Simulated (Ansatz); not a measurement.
# What BiH3 (model cell, started as ReO3 type) distorts into, part 3 of 3

Wanted: the energy along a soft mode of BiH3 (model cell, started as ReO3 type) and the structure at the end.

Ansatz 0.2.0; DFT PBEsol, scalar-relativistic, plane waves, PAW.

So far. Step 5 (Energy along the mode, all amplitudes (two of the runs …): The lowest step is at 0.22 Å, 17.3 meV/atom below the parent, and the energy rises beyond it. Step 7 (The new phase in its own primitive cell): The largest force component left is 0.30 meV/Å and the pressure is 0.001 GPa, within the tolerances set. The cell now holds 19.90 Å³/atom. The relaxed cell has a, b, c = 8.296, 4.167, 4.607 Å (conventional setting).

The structure was built from a prototype and need not be the compound's stable phase.

### Step 8. Modes of the new phase, k-mesh 4×8×8

A relaxed structure may still be a saddle point, so its zone-centre modes are computed. No field response is asked, since the mesh shows no gap.

input.yaml

```yaml
crystal:
  lattice:
    - [8.2957201545, 0.0, 0.0]
    - [0.0, 4.1665439271, 0.0]
    - [0.0, 0.0, 4.6065491593]
  atoms:
    - { symbol: Bi, position: [0.75, 0.0, 0.0433000297] }
    - { symbol: Bi, position: [0.25, 0.0, 0.9566999703] }
    - { symbol: H, position: [0.75, 0.0, 0.646976172] }
    - { symbol: H, position: [0.25, 0.0, 0.353023828] }
    - { symbol: H, position: [0.25, 0.5, 0.9850731582] }
    - { symbol: H, position: [0.75, 0.5, 0.0149268418] }
    - { symbol: H, position: [0.5, 0.0, 0.0] }
    - { symbol: H, position: [0.0, 0.0, 0.0] }
kpoints:
  mp_grid: { grid: [4, 8, 8] }
hamiltonian:
  xc: pbesol
scf:
  occupations: { method: methfessel_paxton, width: 0.2 }
output:
  eigenvalues: true
phonons:
  method: dfpt
```

Run with:

```bash
$ ansatz run input.yaml --threads 4 --pin off --max-ram 7168MiB --backend cpu --events-out ev --progress --plain --runs-dir out
```

Output:

```text
zone centre: on kpoints.mp_grid the ground state, and the responses unless they are solved on pairs of k-points, stand on 90 of the mesh's 256 k-points, reduced under 2 symmetry operations, with k and −k counted as one. Each operation leaves every solved displacement unchanged or reverses it
[...]
Crystal: 8 atoms, lattice volume = 159.223 Å³
Basis set: ecut = 420 eV, 3089 PW (Γ), exchange–correlation on 120×60×64 points (8 copies of the dense FFT grid, shifted against one another)
Bands: 26, of which v1, the nominal top of the filled ones, is band 18 counted from 1 (17 counted from 0)
Symmetry: 8 space group operations
k-points: 90 of 256 (irreducible under 2 space group operations, time reversal used)
[...]
SCF iter   1: F=—  HF=-24574.241170 eV  |F-HF|=—  |Δ(HF+E_count)|=         —  Δρ=5.35e-3  dr2=4.45e-2  ethr=1.77e-3  ⟨swp⟩=6.3  Hψ=11512  notcnv=0
[...]
SCF iter   9: F=-24574.247142 eV  HF=-24574.247142 eV  |F-HF|=1.46e-11  |Δ(HF+E_count)|=  1.46e-10  S|Δr|=    0.00e0  Δρ=3.56e-8  dr2=1.71e-12  ethr=1.00e-12  ⟨swp⟩=13.1  Hψ=13969  notcnv=0
SCF 1 converged in 9 iterations: F = -24574.247142 eV  dr2 = 1.71e-12
[...]
DFPT response loops at Γ: preconditioner auto → none (partly filled bands, converged f_vac=0.244); β = 0.50; Broyden in place of MSR1
SCF converged after 9 iterations
[...]
Free energy (F): -24574.247142 eV
[...]
Internal energy: -24574.247578 eV  (E = F + TS)
E sigma→0 (E₀):  -24574.247251 eV
Entropy (-TS):   0.000435 eV (0.054 meV/atom)
Fermi energy:    2.957033 eV
[...]
--- Band table (eV; the first three rows and the last of 90) ---
  k-point 0: bands = [... 14 lower, 0.2432, 1.1425, 2.2914, 2.7796, 2.9298, 2.9440, 3.4331, 4.3938, ... 4 higher]
  k-point 1: bands = [... 14 lower, -0.1883, 1.1516, 2.3423, 2.9030, 2.9637, 2.9726, 3.4642, 5.0130, ... 4 higher]
  k-point 2: bands = [... 14 lower, -1.0208, 1.1760, 2.4018, 3.0420, 3.0485, 3.0730, 3.5415, 6.4877, ... 4 higher]
  k-point 89: bands = [... 14 lower, -1.7625, -1.7625, -0.8876, -0.8876, 6.2292, 6.2292, 7.4597, 7.4597, ... 4 higher]
--- Phonons (Γ-DFPT): 12 representative perturbations + reference, on 90 of 256 k-points (Σ response iterations 36) ---
  k mesh reduced under 2 symmetry operations, with k and −k counted as one. Each operation leaves every solved displacement unchanged or reverses it
  ASR residual: 3.014e-5 → 0.000e0 eV/Å²; symmetrization residual: 2.834e-6 eV/Å²
  ASR residual per site (eV/Å²): 3.01e-5 3.01e-5 5.04e-6 5.04e-6 1.72e-5 1.72e-5 9.82e-6 9.82e-6
  Γ frequencies (cm⁻¹): -1435.18 -1430.78 -1411.58 0.00 0.00 0.00 29.77 42.46 101.47 139.99 389.89 394.70 410.96 420.17 501.72 508.30 520.53 525.51 539.28 545.95 688.04 1466.82 1567.98 1568.82
  non-analytic LO–TO correction: not included (Born effective charges unavailable; polar crystals: no LO–TO splitting at Γ)
```

Wall time 1.8 min (4 threads of Arm Neoverse V2, shared host); peak memory 1.5 GiB; 6.7 min of CPU time.

This step gave:

| Item | Value |
| --- | --- |
| sum-rule residual before enforcement | 3.01e-5 eV/Å² |
| point group | mmm |
| highest optical mode at the zone centre (no LO-TO term) | 1569 cm⁻¹ |
| lowest optical zone-centre mode | -1435 cm⁻¹ |

Patterns of degenerate modes are one choice out of their space. Modes at Γ, with each element's share of the kinetic energy (negative means imaginary):

```
mode  frequency (cm⁻¹)  symmetry  Bi %  H %
   1           -1435.2       B3u     0  100
   2           -1430.8       B2u     1   99
   3           -1411.6       B3g     0  100
   4               0.0  acoustic    99    1
   5               0.0  acoustic    99    1
   6               0.0  acoustic    99    1
   7              29.8       B3g    99    1
   8              42.5        Ag    99    1
   9             101.5       B2g    98    2
  10             140.0       B3u     0  100
  11             389.9       B3u     1   99
  12             394.7       B2u     0  100
  13             411.0       B2g     1   99
  14             420.2        Au     0  100
  15             501.7       B1u     1   99
  16             508.3        Ag     0  100
  17             520.5       B3g     0  100
  18             525.5       B2u     0  100
  19             539.3       B1u     0  100
  20             546.0       B2g     1   99
  21             688.0       B3u     0  100
  22            1466.8       B1u     0  100
  23            1568.0       B1u     0  100
  24            1568.8        Ag     0  100
```

Displacements in mode 1 (-1435.2 cm⁻¹), the largest set to 1:
```
Bi1  0.00  0.00  0.00
Bi2  0.00  0.00  0.00
H3   0.09  0.00  0.00
H4   0.09  0.00  0.00
H5  -0.07  0.00  0.00
H6  -0.07  0.00  0.00
H7   1.00  0.00  0.17
H8   1.00  0.00 -0.17
```

Displacements in mode 2 (-1430.8 cm⁻¹), the largest set to 1:
```
Bi1  0.00 -0.01  0.00
Bi2  0.00 -0.01  0.00
H3   0.00  0.10  0.00
H4   0.00  0.10  0.00
H5   0.00  1.00  0.00
H6   0.00  1.00  0.00
H7   0.00 -0.06  0.00
H8   0.00 -0.06  0.00
```

Before it was imposed, the acoustic sum rule was missed by 3.0e-5 eV/Å². Small misses are needed for a sound result but don't prove that mesh and cutoff are converged. The lowest optical mode is imaginary, 1435.2i cm⁻¹, so the energy falls along it.

### Step 9. Summary of results

```json
{
  "unstable mode of the parent": "q = (0, 0, -0.5), 1348i cm⁻¹",
  "depth at the lowest point sampled": "17.3 meV/atom",
  "largest atomic shift at that point": "0.22 Å",
  "space group reached": "Pmma",
  "energy gained over the parent (first relaxation, on the mesh of the frozen mode)": "36.4 meV/atom",
  "volume per atom, phase reached": "19.9 Å³",
  "lowest optical zone-centre mode, phase reached": "-1435 cm⁻¹",
  "highest optical mode at the zone centre (no LO-TO term), phase reached": "1569 cm⁻¹"
}
```

**Reading.** Along this mode the structure falls into Pmma, 36.4 meV/atom below the parent. At the parent's cell the well is 17.29 meV/atom deep on the steps tried, with its lowest point at a shift of 0.22 Å. Relaxing atoms and cell changes the gain by +19.11 meV/atom against the lowest step (energies at zero smearing). The new phase still has an imaginary mode at the zone centre of its cell, so it is a saddle point on the way to a lower structure. Of the 4 patterns followed from this parent, this one ends 42.0 meV/atom above the lowest, Cmcm. Each path keeps the symmetry of its pattern, so a lower phase may lie along a pattern not tried. With no gap, or one that is small against the smearing, the frequencies hang on the k mesh and the smearing, most of all near Kohn anomalies. The volume moved by more than a tenth on the k mesh of the start, so the energy gain is rough. Spin-orbit coupling is left out, which can matter for the heavy elements here. A phonon run warned that its eigensolver left some bands unconverged in a pass. The starting cell was built on a prototype and not taken from a measurement, so the phase need not exist.

[Long decimals in the printed logs are rounded to 6 places.]

[Logs are printed without paths, hosts, clocks, repeated set-up lines and the standing remarks that a program may print on its own settings, such as how far it seeks lower states.]

[Hosts, paths, dates, database ids (printed as entryN), source tags and the programs' standing remarks are cut or masked in the printed files.]

[Where the starting crystal was built by hand or by swapping elements, it need not be the compound's stable phase.]
